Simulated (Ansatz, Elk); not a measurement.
## How far do independent atoms describe LiMgIO?

Structure refinements treat a crystal as free atoms side by side. For a made-up structure of LiMgIO (cell and positions from a PBE relaxation) the runs below show what the calculated density changes in F(hkl).

Calculated with Elk 11.2.3 (patched build); DFT, PBE, all-electron APW+lo, Dirac cores, scalar-relativistic bands, static density, no spin.

This account leaves out most program logs.

The structure was built from a prototype and need not be the compound's stable phase.

## (1) Starting point

Symmetry: P4/mmm, No. 123, tetragonal system. The conventional cell has a = 3.512 Å, b = 3.512 Å, c = 5.838 Å, α = 90.00°, β = 90.00°, γ = 90.00°. Nearest to I lie 4 Li at 2.48 Å and 2 Mg at 2.92 Å. Mg has 4 O at 2.48 Å and 2 I at 2.92 Å nearest. Nearest to O lie 4 Mg at 2.48 Å. Nearest to Li lie 4 I at 2.48 Å. Farther neighbours and most contacts between anions are not listed.

## (2) Ground state and structure factors

An all-electron density is needed, since X-rays see the cores too. Task 0 finds the density and task 195 Fourier-transforms it; tshift is off so that phases refer to the origin typed.

Input file elk.in:

```
tasks
  0
  195

xctype
  20

spinpol
  .false.

rgkmax
  7.0

gmaxvr
  14.0

lmaxo
  7

lmaxapw
  8

swidth
  0.002

tshift
  .false.

ramdisk
  .false.

hmaxvr
  5.5

maxscl
  120

epspot
  1e-06

sppath
  './'

avec
  6.63726033156 -0.00000000000 0.00000000000
  -0.00000000000 6.63726033156 0.00000000000
  0.00000000000 0.00000000000 11.03186506902

atoms
  4
  'I.in'
  1
  -0.0000000000 0.0000000000 0.5000000000   0.000000 0.000000 0.000000
  'Mg.in'
  1
  -0.0000000000 -0.0000000000 0.0000000000   0.000000 0.000000 0.000000
  'O.in'
  1
  0.5000000000 0.5000000000 0.0000000000   0.000000 0.000000 0.000000
  'Li.in'
  1
  0.5000000000 0.5000000000 0.5000000000   0.000000 0.000000 0.000000

ngridk
  6 6 4
```

Run with:

```console
$ OMP_NUM_THREADS=4 elk
```

Run time: 24 s. Hardware: 4 threads of Arm Neoverse V1, shared host; peak memory 0.16 GiB.

SFACRHO.OUT:

```text

h k l indices transformed by vhmat matrix:
   1.000000000       0.000000000       0.000000000    
   0.000000000       1.000000000       0.000000000    
   0.000000000       0.000000000       1.000000000    

      h      k      l  multipl.   |H|            Re(F)            Im(F)           |F|

      0      0      0      1   0.0000000       76.000000      0.49090004E-17   76.000000    
      0      0      1      2  0.56954878      -34.104720      0.59820222E-14   34.104720    
      0     -1      0      4  0.94665344       46.875488     -0.98557515E-15   46.875488    
      0      1      1      8   1.1047799      -40.178757      0.54987228E-14   40.178757    
      0      0      2      2   1.1390976       61.780495     -0.11318882E-13   61.780495    
     -1     -1      0      4   1.3387701       58.496491      0.15823761E-14   58.496491    
     -1      1      1      8   1.4548853      -28.963469      0.49354017E-14   28.963469    
      1      0     -2      8   1.4811131       42.282550      0.10316627E-13   42.282550    
      0      0     -3      2   1.7086463      -27.900990     -0.15107372E-13   27.900990    
     -1      1     -2      8   1.7577966       52.560210      0.95631942E-14   52.560210    
      0      2      0      4   1.8933069       50.797094     -0.14859926E-14   50.797094    
      0      1     -3      8   1.9533625      -32.042360     -0.12888767E-13   32.042360    
      0      2     -1      8   1.9771183      -26.650482     -0.53226589E-14   26.650482    
     -2     -1      0      8   2.1167814       37.706844     -0.20048268E-14   37.706844    
     -1      1      3      8   2.1706630      -25.951382      0.13389692E-13   25.951382    
     -1     -2      1     16   2.1920651      -30.363280      0.32771458E-14   30.363280    
      0     -2     -2      8   2.2095597       47.113755      0.10269288E-13   47.113755    
      0      0      4      2   2.2781951       46.547163     -0.17600303E-13   46.547163
```

Elk indexes on the primitive cell of elk.in and gives |H| = 4π sin θ/λ in inverse bohr. Below, one row stands for each form hkl of the conventional cell (m members, Friedel mates merged), F is for one primitive cell and the density is static (no thermal factor). Free-atom factors are Waasmaier and Kirfel's, and R is Σm||F|−|F'||/Σm|F|.

```
hkl   m  sin θ/λ (Å⁻¹)  abs F, DFT  neutral atoms   diff.    ions   diff.
001   2          0.086      34.105         34.178  -0.073  33.762  +0.342
100   4          0.142      46.876         47.336  -0.461  46.296  +0.579
101   8          0.166      40.179         39.712  +0.467  40.396  -0.217
002   2          0.171      61.781         61.328  +0.452  61.725  +0.055
110   4          0.201      58.496         58.312  +0.185  58.603  -0.106
111   8          0.219      28.963         29.068  -0.105  28.749  +0.215
102   8          0.223      42.283         42.420  -0.138  42.186  +0.097
003   2          0.257      27.901         27.860  +0.041  27.684  +0.217
112   8          0.264      52.560         52.612  -0.052  52.708  -0.148
200   4          0.285      50.797         50.934  -0.137  50.984  -0.187
103   8          0.294      32.042         32.113  -0.070  31.977  +0.065
201   8          0.297      26.651         26.724  -0.074  26.663  -0.013
210   8          0.318      37.707         37.665  +0.042  37.749  -0.042
113   8          0.326      25.951         25.967  -0.015  25.963  -0.011
211  16          0.330      30.363         30.439  -0.076  30.308  +0.055
202   8          0.332      47.114         47.272  -0.158  47.251  -0.137
004   2          0.343      46.547         46.518  +0.029  46.488  +0.059
212  16          0.361      35.715         35.708  +0.007  35.813  -0.098
104   8          0.371      35.326         35.284  +0.042  35.389  -0.062
203   8          0.384      24.544         24.552  -0.008  24.607  -0.063
114   8          0.397      42.659         42.730  -0.070  42.673  -0.014
220   4          0.403      42.365         42.382  -0.017  42.325  +0.040
```

The ions are Li+, Mg2+, I− and O2−, by formal charge.

## (3) The highest occupied states alone

An energy window below the Fermi level keeps the highest occupied states, to see at which angles they scatter; shallow core shells can lie inside it and anion s states outside. No new self-consistency is needed.

elk.in, as its differences from that of step 2:

```diff
@@ -1,3 +1,2 @@
 tasks
-  0
   195
@@ -40,2 +39,5 @@
 
+wsfac
+  -0.210230 0.457260
+
 sppath
```

Run with:

```console
$ OMP_NUM_THREADS=4 elk
```

Elapsed: 8.9 s, on 4 threads; peak memory 0.16 GiB.

States within 10 eV below the Fermi level hold 12.00 electrons; any levels below the window count with the cores. Their amplitudes can exceed the total, where window and core parts have opposite phase:

```
hkl  sin θ/λ (Å⁻¹)  abs F, window  abs F, all
001          0.086          0.916      34.105
100          0.142          1.564      46.876
101          0.166          4.284      40.179
002          0.171          4.352      61.781
110          0.201          3.117      58.496
111          0.219          2.088      28.963
102          0.223          2.141      42.283
003          0.257          1.857      27.901
112          0.264          1.597      52.560
200          0.285          1.282      50.797
```

## (4) Another functional

The difference from free atoms is small, so it is set against the change that LDA (Perdew-Wang) makes.

elk.in, as its differences from that of step 3:

```diff
@@ -1,2 +1,3 @@
 tasks
+  0
   195
@@ -4,3 +5,3 @@
 xctype
-  20
+  3
 
@@ -39,5 +40,2 @@
 
-wsfac
-  -0.210230 0.457260
-
 sppath
```

Run with:

```console
$ OMP_NUM_THREADS=4 elk
```

Run time: 15 s. Hardware: 4 threads; peak memory 0.16 GiB.

Against the first run R = 0.06 %; the largest change is -0.041 at 220.

## (5) A coarser k-mesh

About half the k-points along each axis test the sampling.

elk.in, as its differences from that of step 4:

```diff
@@ -5,3 +5,3 @@
 xctype
-  3
+  20
 
@@ -64,2 +64,2 @@
 ngridk
-  6 6 4
+  3 3 2
```

Run with:

```console
$ OMP_NUM_THREADS=4 elk
```

The job ended after 16 s (4 threads; peak memory 0.16 GiB).

Against the first run R = 0.01 %; the largest change is -0.025 at 200.

## (6) Basis size

A smaller basis shows how fast F responds to it; the change is likely larger than the basis error of the first run, but doesn't show convergence.

elk.in, as its differences from that of step 5:

```diff
@@ -11,3 +11,3 @@
 rgkmax
-  7.0
+  5.5
 
@@ -64,2 +64,2 @@
 ngridk
-  3 3 2
+  6 6 4
```

Run with:

```console
$ OMP_NUM_THREADS=4 elk
```

Wall time 20 s (4 threads); peak memory 0.16 GiB.

Against the first run R = 0.03 %; the largest change is +0.028 at 210.

## (7) Settings against the effect

```
              run  R against the first run (%)  R against neutral atoms, low angle (%)  wall time
    PBE, rgkmax 7                         0.00                                    0.43       24 s
LDA (Perdew-Wang)                         0.06                                    0.41       15 s
     k-mesh 3×3×2                         0.01                                    0.45       16 s
       rgkmax 5.5                         0.03                                    0.43       20 s
```

## (8) Summary of results

| Item | Value |
| --- | --- |
| R against neutral atoms, sin θ/λ < 0.3 Å⁻¹ | 0.43 % |
| R against neutral atoms, 0.3 to 0.83 Å⁻¹ | 0.12 % |
| R against ions, below 0.3 Å⁻¹ | 0.41 % |

**Reading.** Independent neutral atoms miss the calculated amplitudes by R = 0.43 % below 0.3 Å⁻¹ and 0.12 % from there to 0.83 Å⁻¹; by shells, 0.78 % below 0.15 Å⁻¹ (2 forms), 0.40 % 0.15 to 0.3 (10 forms), 0.12 % 0.3 to 0.45 (17 forms), 0.12 % above 0.45 (105 forms). Bonding, aspherical density and the tables' own atoms all enter these figures, and the runs don't part them. The largest change of an amplitude is +0.47 electrons, at 101. Formal ions give R = 0.41 % at low angle, no better and no worse than neutral atoms. The window's part falls from 12.0 electrons at the origin to at most 0.62 between 0.45 and 0.83 Å⁻¹. Below 0.3 Å⁻¹ the changes that finished (LDA (Perdew-Wang), k-mesh 3×3×2 and rgkmax 5.5) move F by R = 0.06 % at most, against the 0.43 % that separates it from free atoms. Part of the difference isn't bonding: the tables are fits to free atoms and ions calculated by other methods than this functional. Thermal motion, anomalous dispersion and extinction are left out.

[Logs are printed without paths, hosts, clocks, repeated set-up lines and the standing remarks that a program may print on its own settings, such as how far it seeks lower states.]

[Hosts, paths, dates, database ids (printed as entryN), source tags and the programs' standing remarks are cut or masked in the printed files.]
